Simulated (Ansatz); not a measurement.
In doubt: masses and optical values from hybrid runs of this build are listed as unsure, which bears on the screening that GW takes from such a start.

Rows from a G0W0 calculation on K2LiScI6 (double perovskite (elpasolite)) (Fm-3m) (Ansatz 0.2.0; G0W0 on HSE06, plane waves, PAW; 2×2×2 mesh, 1198 empty bands, screening to 120 eV), in eV. Spin-orbit coupling is left out.

The structure was built from a prototype and need not be the compound's stable phase.

```
row  k  band  start       Σx  Σc at the solution      Vxc
  A  Γ    c1  6.322   -8.721              -5.551  -14.868
  B  Γ    v1  3.134  -17.730               1.470  -15.474
```

**Question.** Work out each quasiparticle level and how far it moved.

The quasiparticle equation reads E = start + Σx + Σc(E) − Vxc.

```
row  E (eV)  shift (eV)
  A   6.917      +0.595
  B   2.348      −0.786
```

Limits: not at the basis limit; no spin-orbit coupling; coarse k mesh.

[Paths, hosts, dates, memory and timing lines, banners, echoed tables and standing remarks are left out of the program output.]

[Logs are printed without paths, hosts, clocks, repeated set-up lines and the standing remarks that a program may print on its own settings, such as how far it seeks lower states.]

[Runs of the session that timed out or met a known fault of the program may be left out.]

[Cells called generated may have been cut or substituted from an entry of the Crystallography Open Database or the Materials Project.]

[Hosts, paths, dates, database ids (printed as entryN), source tags and the programs' standing remarks are cut or masked in the printed files.]
